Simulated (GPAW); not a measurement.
## Optical response of AgB2

Aim: the dielectric function of AgB2, and the optical constants that follow from it.

Program: GPAW 26.7.0. Level of theory: DFT, PBE, plane-wave PAW (GPAW data sets), scalar-relativistic, RPA, optical limit. Results are calculated unless marked as measured.

## (1) The structure

The structure is hexagonal, space group P6/mmm (No. 191). The conventional cell has a = 3.000 Å, b = 3.000 Å, c = 3.240 Å, α = 90.00°, β = 90.00°, γ = 120.00°. Ag has 12 B at 2.37 Å nearest. Nearest to B lie 3 B at 1.73 Å and 6 Ag at 2.37 Å. Farther neighbours are not listed.

## (2) Ground state

First the ground state: is it a metal or has it a gap?

This step: DFT, PBE, plane-wave PAW (GPAW data sets), scalar-relativistic, ground state (GPAW 26.7.0).

Input file gs.py:

```python
from ase import Atoms
from ase.dft.bandgap import bandgap
from gpaw import GPAW, PW, FermiDirac

atoms = Atoms(['Ag', 'B', 'B'],
              cell=[[3.000000000027, 0.000000000000, 0.000000000000],
                    [-1.500000000014, 2.598076211377, 0.000000000000],
                    [0.000000000000, 0.000000000000, 3.240000000000]],
              scaled_positions=[[0.000000000000, 0.000000000000, 0.000000000000],
                                [0.666666666667, 0.333333333333, 0.500000000000],
                                [0.333333333333, 0.666666666667, 0.500000000000]],
              pbc=[True, True, True])
atoms.calc = GPAW(mode=PW(500), xc='PBE', kpts={'size': (9, 9, 7), 'gamma': True},
                  occupations=FermiDirac(0.05), maxiter=150, txt='gs.txt')
print('energy (eV)', atoms.get_potential_energy())
print('Fermi level (eV)', atoms.calc.get_fermi_level())
print('valence electrons', atoms.calc.get_number_of_electrons())
print('gap (eV)', bandgap(atoms.calc, output=None)[0])
print('direct gap (eV)', bandgap(atoms.calc, direct=True, output=None)[0])
atoms.calc.write('gs.gpw')
```

On the command line:

```bash
$ OMP_NUM_THREADS=1 python gs.py
```

Numbers of over 12 decimals in the logs are rounded to 6 here.

The program printed:

```text
__  _  _
 | _ |_)|_||  |
 |__||  | ||/\| - 26.7.0

Versions:
  Python: 3.12.14
  ASE:    3.29.0
  Numpy:  2.5.5
  Scipy:  1.18.1
  Libxc:  7.0.0

Input parameters:
  mode=PW(ecut=500.0),
  kpts=MonkhorstPack(size=(9, 9, 7), gamma=True),
  maxiter=150,
  occupations=Occupations(name='fermi-dirac', width=0.05, fixmagmom=False),
  xc=XC(name='PBE')

Diagonalizing LCAO Hamiltonian
Converting LCAO to pw mode

         B  B

       Ag

Atoms  # Å, Bohr magnetons
|   | symbol |         x |        y |        z |    initial magnetic moments |
| 0 |     Ag |  0.000000 | 0.000000 | 0.000000 | ( 0.0000,  0.0000,  0.0000) |
| 1 |      B |  1.500000 | 0.866025 | 1.620000 | ( 0.0000,  0.0000,  0.0000) |
| 2 |      B | -0.000000 | 1.732051 | 1.620000 | ( 0.0000,  0.0000,  0.0000) |

Unit cell  # Å
| periodic |         x |        y |        z |  lengths |     angles |
|      yes |  3.000000 | 0.000000 | 0.000000 | 3.000000 |  90.000000 |
|      yes | -1.500000 | 2.598076 | 0.000000 | 3.000000 |  90.000000 |
|      yes |  0.000000 | 0.000000 | 3.240000 | 3.240000 | 120.000000 |

Number of symmetries: 24
Symmetry operations  # r_c * U_cc + t_c -> r_c
|    | kind |            matrix            |
|  0 |  σ   |  1, 1, 0,  0,-1, 0,  0, 0, 1 |
|  1 |  C2  |  1, 1, 0,  0,-1, 0,  0, 0,-1 |
|  2 |  C6  |  1, 1, 0, -1, 0, 0,  0, 0, 1 |
|  3 |  S6  |  1, 1, 0, -1, 0, 0,  0, 0,-1 |
|  4 |  E   |  1, 0, 0,  0, 1, 0,  0, 0, 1 |
|  5 |  σ   |  1, 0, 0,  0, 1, 0,  0, 0,-1 |
|  6 |  σ   |  1, 0, 0, -1,-1, 0,  0, 0, 1 |
|  7 |  C2  |  1, 0, 0, -1,-1, 0,  0, 0,-1 |
|  8 |  σ   |  0, 1, 0,  1, 0, 0,  0, 0, 1 |
|  9 |  C2  |  0, 1, 0,  1, 0, 0,  0, 0,-1 |
| 10 |  C3  |  0, 1, 0, -1,-1, 0,  0, 0, 1 |
| 11 |  S3  |  0, 1, 0, -1,-1, 0,  0, 0,-1 |
| 12 |  C6  |  0,-1, 0,  1, 1, 0,  0, 0, 1 |
| 13 |  S6  |  0,-1, 0,  1, 1, 0,  0, 0,-1 |
| 14 |  σ   |  0,-1, 0, -1, 0, 0,  0, 0, 1 |
| 15 |  C2  |  0,-1, 0, -1, 0, 0,  0, 0,-1 |
| 16 |  σ   | -1, 0, 0,  1, 1, 0,  0, 0, 1 |
| 17 |  C2  | -1, 0, 0,  1, 1, 0,  0, 0,-1 |
| 18 |  C2  | -1, 0, 0,  0,-1, 0,  0, 0, 1 |
| 19 |  i   | -1, 0, 0,  0,-1, 0,  0, 0,-1 |
| 20 |  C3  | -1,-1, 0,  1, 0, 0,  0, 0, 1 |
| 21 |  S3  | -1,-1, 0,  1, 0, 0,  0, 0,-1 |
| 22 |  σ   | -1,-1, 0,  0, 1, 0,  0, 0, 1 |
| 23 |  C2  | -1,-1, 0,  0, 1, 0,  0, 0,-1 |

BZ-sampling:
  Number of BZ points: 567
  Number of IBZ points: 48

  Monkhorst-Pack size: [9, 9, 7]
  Monkhorst-Pack shift: [0, 0, 0]

K-points  # in reciprocal-cell coordinates
|     |                                coordinates |     weight |
|   0 | (  0.00000000,   0.00000000,   0.00000000) | 0.00176367 |
|   1 | (  0.00000000,   0.00000000,   0.14285714) | 0.00352734 |
|   2 | (  0.00000000,   0.00000000,   0.28571429) | 0.00352734 |
|   3 | (  0.00000000,   0.00000000,   0.42857143) | 0.00352734 |
|   4 | (  0.11111111,   0.00000000,   0.00000000) | 0.01058201 |
|   5 | (  0.11111111,   0.00000000,   0.14285714) | 0.02116402 |
|   6 | (  0.11111111,   0.00000000,   0.28571429) | 0.02116402 |
|   7 | (  0.11111111,   0.00000000,   0.42857143) | 0.02116402 |
|   8 | (  0.22222222,  -0.11111111,   0.00000000) | 0.01058201 |
|   9 | (  0.22222222,  -0.11111111,   0.14285714) | 0.02116402 |
| ... |                                            |            |
|  47 | (  0.44444444,   0.44444444,   0.42857143) | 0.02116402 |

Plane wave coefficients: 666
Cutoff: 500.0 eV

Spin-components: 1 (collinear spins)
Bands:           18
Projectors:      16
Spin-degeneracy: 2
Datatype:        complex128

Parallelization:
  kpt:    1
  domain: 1
  band:   1

Density:
  Valence electrons: 23.0
  Components: 1
  Grid points: [16 16 18]
  Charge: 0.0  # |e|

Potential:
  Grid points: [16 16 18]

species:
  Ag:
    name:    Silver
    id:
    Z:       47.0
    valence: 17
    core:    30
    charge:  0.0  # [|e|]
    compensation charges:
      type: gauss
      rc: 0.40  # [Å]
      lmax: 2
    cutoffs:
      filter: 2.35  # [Å]
      core: 2.19  # [Å]
    projectors
    | kind |    occ | energy [eV] | rcut [Å] |
    |   5s |  1.000 |      -4.401 |    1.286 |
    |   4p |  6.000 |     -58.577 |    1.328 |
    |   5p |  0.000 |      -0.738 |    1.328 |
    |   4d | 10.000 |      -7.446 |    1.180 |
    |    s |        |      22.811 |    1.286 |
    |    d |        |      19.766 |    1.180 |

    Using partial waves for Ag as LCAO basis

  B:
    name:    Boron
    id:
    Z:       5.0
    valence: 3
    core:    2
    charge:  0.0  # [|e|]
    compensation charges:
      type: gauss
      rc: 0.20  # [Å]
      lmax: 2
    cutoffs:
      filter: 1.14  # [Å]
      core: 1.38  # [Å]
    projectors
    | kind |    occ | energy [eV] | rcut [Å] |
    |   2s |  2.000 |      -9.443 |    0.635 |
    |   2p |  1.000 |      -3.606 |    0.635 |
    |    s |        |      17.768 |    0.635 |
    |    p |        |      23.605 |    0.635 |
    |    d |        |       0.000 |    0.635 |

    Using partial waves for B as LCAO basis

Reference energy: -145936.805488  # eV

eigensolver:
  PPCG
  Converge bands: occupied
  niter=2

density mixing:
  MSR1-Mixer
  Pratt-step length: 0.05
  Maximum mixing coefficient: 0.75
  Old densities: 10
  SVD Regularization: 0.005
  Good broyden scale: 1.0
  Trust region scale: 1.0
  Backstep threshold: 4.0
  History deletion threshold: 6.0
  Fourier metric: weight=20.0, sigma=0.015

occupation numbers:
  Fermi-Dirac:
    width: 0.0500  # eV

poisson solver:
  ecut: 4000.0  # eV

xc functional:
  name: PBE with 2 nearest neighbor stencil

convergence criteria:
- Maximum [total energy] change in last 3 cyles: 0.0005 eV / valence electron
- Maximum integral of absolute [dens]ity change: 0.0001 electrons / valence electron
- Maximum integral of absolute [eigenst]ate change: 4e-08 eV^2 / valence electron
maximum number of iterations: 150

SCF iterations
|iter     |      energy | eigst |  dens |
|iter:   1||  -17.699121 | +0.16 |       |
|iter:   2||  -16.379454 | -1.99 | -0.89 |
|iter:   3||  -13.469735 | -1.05 | -0.96 |
|iter:   4||  -13.361219 | -2.86 | -1.56 |
|iter:   5||  -13.342385 | -3.34 | -1.93 |
|iter:   6||  -13.341600 | -4.19 | -2.39 |
|iter:   7||  -13.341546c| -5.23 | -3.03 |
|iter:   8||  -13.341546c| -6.75 | -3.88 |
|iter:   9||  -13.341546c| -7.87c| -4.47c|

Converged in 9 steps
SCF loop duration: 8.964 s (0.996 s/step)
Energy contributions relative to reference atoms: (reference = -145936.805488)

Energy contributions:
  Kinetic:          40.481498
  Coulomb:         -32.429465
  Zero:              0.090735
  External:          0.000000
  Xc:              -21.478849
  Entropy:          -0.010929
  Spinorbit:         0.000000
  ----------------------------
  Free energy:     -13.347011
  Extrapolated:    -13.341546

dipole moment: (-4.694628, -8.131335, -10.140397)  # |e|*Ang

Fermi level: 12.053
Eigenvalues  # (at kpt = [0.000, 0.000, 0.000])
| band index |      eig [eV] | occ [0-2] |
|          0 |       -44.570 |     2.000 |
|        ... |               |           |
|          2 |       -44.502 |     2.000 |
|          3 |        -2.385 |     2.000 |
|          4 |         4.888 |     2.000 |
|          5 |         5.401 |     2.000 |
|          6 |         5.401 |     2.000 |
|          7 |         6.990 |     2.000 |
|          8 |         6.990 |     2.000 |
|          9 |         8.763 |     2.000 |
|         10 |        13.088 |     0.000 |
|         11 |        13.088 |     0.000 |
|         12 |        17.630 |     0.000 |
|         13 |        17.630 |     0.000 |
|         14 |        17.743 |     0.000 |
|         15 |        19.225 |     0.000 |
|         16 |        21.903 |     0.000 |
|         17 |        28.795 |     0.000 |

No gap
No difference between direct/indirect transitions

--- standard output ---
energy (eV) -13.341546
Fermi level (eV) 12.053099
valence electrons 23.0
gap (eV) 0.0
direct gap (eV) 0.0
```

The job ended after 11 s (1 thread of Arm Neoverse V1, shared host; peak memory 0.14 GiB).

This step gave:

```
energy       : -13.34 eV
Fermi energy : 12.05 eV
electrons    : 23
```

There are states at the Fermi level within the smearing, so the occupations stay smeared and the carriers get a Drude term.

## (3) Bands for the response

At the fixed density, many empty bands are solved on the mesh of the response, since the spectrum sums over them.

This step: DFT, PBE, plane-wave PAW (GPAW data sets), scalar-relativistic, bands at fixed density (GPAW 26.7.0).

Input file nscf.py:

```python
from ase.dft.bandgap import bandgap
from gpaw import GPAW, FermiDirac

calc = GPAW('gs.gpw').fixed_density(kpts={'size': (18, 18, 18), 'gamma': True}, nbands=33, convergence={'bands': 27},
                                    occupations=FermiDirac(0.05), txt='nscf.txt')
print('gap (eV)', bandgap(calc, output=None)[0])
print('direct gap (eV)', bandgap(calc, direct=True, output=None)[0])
print('top band over the Fermi level (eV)', min(calc.get_eigenvalues(kpt=k)[26] for k in range(len(calc.get_ibz_k_points()))) - calc.get_fermi_level())
calc.write('full.gpw', mode='all')
```

On the command line:

```bash
$ OMP_NUM_THREADS=1 python nscf.py
```

The program printed:

```text
Diagonalizing LCAO Hamiltonian
Converting LCAO to pw mode
convergence criteria:
- Maximum integral of absolute [eigenst]ate change: 4e-08 eV^2 / valence electron
maximum number of iterations: 150

SCF iterations
|iter     |      energy | eigst |  dens |
|iter:   1||             | +2.58 |       |
|iter:   2||             | +0.73 |       |
|iter:   3||             | -1.05 |       |
|iter:   4||             | -2.64 |       |
|iter:   5||             | -4.21 |       |
|iter:   6||             | -5.79 |       |
|iter:   7||             | -7.14 |       |
|iter:   8||             | -7.81c|       |
SCF steps: 8
  __  _  _
 | _ |_)|_||  |
 |__||  | ||/\| - 26.7.0

Versions:
  Python: 3.12.14
  ASE:    3.29.0
  Numpy:  2.5.5
  Scipy:  1.18.1
  Libxc:  7.0.0

Input parameters:
  mode=PW(ecut=500.0),
  convergence={'bands': 27},
  gpts=array([16, 16, 18]),
  kpts=MonkhorstPack(size=(18, 18, 18), gamma=True),
  maxiter=150,
  nbands=33,
  occupations=Occupations(name='fermi-dirac', width=0.05, fixmagmom=False),
  parallel={},
  xc=XC(name='PBE')

--- standard output ---
gap (eV) 0.0
direct gap (eV) 0.0
top band over the Fermi level (eV) 28.419812
```

The job ended after 1.8 min (1 thread; peak memory 0.33 GiB).

(Continued in part 2 of 2.)

[Machine, clock and banner lines and Python warnings are left out of the logs.]

[Logs are printed without paths, hosts, clocks, repeated set-up lines and the standing remarks that a program may print on its own settings, such as how far it seeks lower states.]

[Hosts, paths, dates, database ids (printed as entryN), source tags and the programs' standing remarks are cut or masked in the printed files.]
